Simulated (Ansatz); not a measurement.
# Band gap of GaSi2P (zincblende [110] superlattice) (Pmn2_1) from density functionals to GW, part 2 of 2

Wanted: a ladder of band gaps for GaSi2P (zincblende [110] superlattice) (Pmn2_1), from density functionals to G0W0.

Ansatz 0.2.0; density functionals, hybrids and G0W0, plane waves, PAW. Known limits of the many-body steps: finite bands, screening cutoff and k mesh; no spin-orbit coupling in G0W0; d shells not analysed.

So far. Step 3 (PBEsol+SOC on the 6×4×4 mesh): Over mesh and listed points the gap is 0.764 eV, from k = Γ to k = (0.000, -0.150, 0.000). The least direct gap found is 0.833 eV, at k = Γ. On the 6×4×4 mesh alone the same run gives 0.810 eV, so that mesh misses an edge of PBEsol+SOC: 0.810 − 0.764 = +0.046 eV. PBEsol+SOC against PBEsol: 0.764 − 0.775 = −0.011 eV, with the same mesh, set of files (read in its fully relativistic form for the spin-orbit run) and cutoff, and both edges at the same k points.

The structure was built from a prototype and need not be the compound's stable phase.

## (5) G0W0@PBEsol, 6×4×4 mesh, 710 empty bands, screening to 156 eV, PAW set soft_1 files

G0W0 replaces the xc potential by a self-energy built once from the orbitals of the start. Levels are corrected in the window of bands that the input names, at points of the mesh.

This step: G0W0 on PBEsol, plane waves, PAW; PAW set soft_1.

input.yaml

```yaml
crystal:
  lattice:
    - [3.8421553024, 0.0, 0.0]
    - [0.0, 5.4375168448, -2.7834e-06]
    - [0.0, -3.9364e-06, 7.6837588716]
  atoms:
    - { symbol: Ga, position: [0.0, 0.0105503467, 0.1195680423] }
    - { symbol: P, position: [0.5, 0.265858019, 0.1263065394] }
    - { symbol: Ga, position: [0.5, 0.5105504621, 0.3815065334] }
    - { symbol: P, position: [0.0, 0.7658579839, 0.3747682615] }
    - { symbol: Si, position: [0.0, -0.0124352107, 0.625188481] }
    - { symbol: Si, position: [0.5, 0.2360271271, 0.6275191079] }
    - { symbol: Si, position: [0.5, 0.4875643784, 0.8758866051] }
    - { symbol: Si, position: [0.0, 0.7360268935, 0.873555144] }
kpoints:
  mp_grid: { grid: [6, 4, 4] }
hamiltonian:
  xc: pbesol
  pseudopotentials: { kind: paw, azcp: { folder: soft_1 }, xc_functional: pbe }
scf:
  occupations: { method: fixed }
gw:
  n_empty_bands: 710
  ecut_chi: 156.0
  qp_bands: [v2, c2]
  qp_kpoints: band_edges
  screening: { model: contour_deformation }
```

The run is started by

```bash
ansatz run input.yaml --threads 32 --pin off --max-ram 82944MiB --backend cuda --events-out ev --progress --plain --runs-dir out --devices 1 --max-vram 78GiB
```

Numbers of over 12 decimals in the logs are rounded to 6 here.

The program printed:

```text
[...]
GPUs: using 1 of 1 available (devices: 1).
[...]
concurrent solve slots: 18 of 32 are kept, ahead of what memory takes: no pass of the eigensolver takes more rounds on 18
[...]
Crystal: 8 atoms, lattice volume = 160.527 Å³
Basis set: ecut = 420 eV, 3115 PW (Γ)
[...]
SCF 1 converged in 8 iterations: F = -11453.883925 eV  dr2 = 9.65e-8
[...]
SCF converged after 8 iterations
[...]
2    26      6.5046   -14.9857     0.8940   -13.5568  0.7594     5.9668     5.9697  root
     2    27      7.9197    -6.3376    -3.9338   -10.3686  0.7755     8.0170     8.0168  root
[...]
33    25      5.5318   -15.1305     1.2146   -13.3714  0.7554     4.9833     4.9872  root
    33    26      5.5318   -15.1305     1.2146   -13.3714  0.7554     4.9833     4.9872  root
    33    27      8.1431    -8.9573    -3.9167   -13.0521  0.7742     8.3215     8.3212  root
    33    28      8.1431    -8.9573    -3.9167   -13.0521  0.7742     8.3215     8.3212  root
```

Run time: 71 s. Hardware: 1 × NVIDIA GB200 (shared by 2 runs) with 32 threads of Arm Neoverse V2, shared host; peak memory 5.3 GiB; 4.4 min of CPU time.

This step gave:

- bands summed: 736
- RPA ε∞ on this mesh (eigenvalues): 12.01, 12.82, 12.94
- plane waves in the screening matrix: 719
- G0W0 gap over the corrected points: 1.428 eV
- k of the valence top: 0, 0, 0
- k of the conduction bottom: -0.5, 0, 0
- starting gap on the mesh: 0.8219 eV
- Z at the valence top: 0.7618
- Z at the conduction bottom: 0.7820
- least direct G0W0 gap over the corrected points: 1.444 eV

Over 15 of 36 irreducible mesh points the G0W0 gap is 1.428 eV, from k = Γ to k = (-0.500, 0.000, 0.000). The PBEsol gap of this run on the mesh is 0.822 eV. Other states bound it: the two that bound the G0W0 gap lie 0.832 eV apart in PBEsol, so state for state the correction is 1.428 − 0.832 = +0.596 eV, while gap against gap it is 1.428 − 0.822 = +0.606 eV. The program's warnings for this run: structure snapped to symmetry.

## (6) The ladder

Each gap is the least one over the points named; times are wall times on shared hosts, not benchmarks. A G0W0 time includes the run's own self-consistent start. Runs with listed points see these and the mesh alone, so an edge that moves elsewhere is missed. Rows marked * are further runs, not shown as steps, whose inputs differ from the G0W0 step on the same start in the columns given; solver thresholds can differ too.

```csv
level,mesh,"files, cutoff","bands summed, screening",points,gap (eV),valence top,conduction bottom,least direct gap (eV),time
PBEsol,6×4×4,"soft_1 PAW, 420 eV",-,mesh and path,0.775,Γ,"(0.000, -0.150, 0.000)",0.845,1.7 s
PBEsol+SOC,6×4×4,"soft_1 PAW, 420 eV",-,mesh and listed points,0.764,Γ,"(0.000, -0.150, 0.000)",0.833,2.1 s
HSE06,4×4×2,"soft_1 PAW, 420 eV",-,mesh and listed points,1.515,Γ,"(0.000, -0.150, 0.000)",1.581,6.5 s
G0W0@PBEsol*,6×4×4,"soft_1 PAW, 420 eV","316, 86 eV",15 of 36 irreducible mesh points,1.323,Γ,"(-0.500, 0.000, 0.000)",1.342,14 s
G0W0@PBEsol,6×4×4,"soft_1 PAW, 420 eV","736, 156 eV",15 of 36 irreducible mesh points,1.428,Γ,"(-0.500, 0.000, 0.000)",1.444,71 s
```

## (7) What came out

| Item | Value |
| --- | --- |
| PBEsol, over mesh and path | 0.775 eV |
| PBEsol+SOC, over mesh and listed points | 0.764 eV |
| HSE06, over mesh and listed points | 1.515 eV |
| G0W0@PBEsol (736 bands, 6×4×4), over 15 of 36 irreducible mesh points | 1.428 eV |
| known limits | finite bands, screening cutoff and k mesh; no spin-orbit coupling in G0W0; d shells not analysed |

The rows run from 0.764 eV (PBEsol+SOC) to 1.515 eV (HSE06). They differ in mesh, bands and screening cutoff of G0W0 and the points over which the gap was sought as well as in level, so only pairs that share these are like for like. PBEsol+SOC against PBEsol: 0.764 − 0.775 = −0.011 eV, with the same mesh, set of files (read in its fully relativistic form for the spin-orbit run) and cutoff, and both edges at the same k points. The spin-orbit run sees mesh and listed points alone, so its gap is an upper bound: the coupling can move an edge off these points, the more so as this crystal has no centre of inversion, and the change over the zone, its sign included where it is small, is not known. G0W0@PBEsol (736 bands, 6×4×4) moves the gap of its own start on the mesh by 1.428 − 0.822 = +0.606 eV, with other states at the edges (they lie 0.832 eV apart at the start). Over mesh and path, PBEsol puts the conduction bottom at k = (0.000, -0.150, 0.000), where no G0W0 correction was computed. The G0W0 gap over the whole zone is therefore not known from this run; at its settings it can only be equal to or under the 1.428 eV found, and no correction is carried over from another point. For the start itself the gap is 0.775 eV over mesh and path and 0.822 eV on the mesh of the G0W0 run. What spin-orbit coupling does to the G0W0 levels was not computed, so no sum with the G0W0 gap is formed. For G0W0@PBEsol: from 316 bands and 86 eV to 736 bands and 156 eV the gap moves by 1.428 − 1.323 = +0.105 eV; bands and screening cutoff rise together, so their parts are not told apart. Two runs can't test a law of convergence, so the limit is not known. For G0W0@PBEsol (736 bands, 6×4×4): the program's warnings for this run: structure snapped to symmetry. For the further run with 316 bands on the 6×4×4 mesh, the program warns: structure snapped to symmetry. The G0W0 runs are scalar-relativistic. One-shot GW is known to converge slowly in bands for compounds with shallow d shells. The cell holds Ga; the filling of the d shell and its place against the gap were not analysed here. No pair of G0W0 runs that differ in the mesh alone is shown (6×4×4 is a supercell whose nearest images lie 22 Å apart), so the error from the mesh is not known here. G0W0 is shown with one set of atomic data (soft_1 PAW), so the error from the files is not known here.

[Paths, hosts, dates, memory and timing lines, banners, echoed tables and standing remarks are left out of the program output.]

[Logs are printed without paths, hosts, clocks, repeated set-up lines and the standing remarks that a program may print on its own settings, such as how far it seeks lower states.]

[Runs of the session that timed out or met a known fault of the program may be left out.]

[Cells called generated may have been cut or substituted from an entry of the Crystallography Open Database or the Materials Project.]

[Hosts, paths, dates, database ids (printed as entryN), source tags and the programs' standing remarks are cut or masked in the printed files.]

[Where an RPA ε∞ is given, it is that of the G0W0 mesh and is not shown converged in it. Names of k-points follow the symmetry that the program found, which can be lower than the space group named. Band edges on a path are those of the sampled points; other points can move an edge, and change direct to indirect where valleys lie close.]

[Hybrid gaps are those of their k-mesh and are not shown converged in it.]
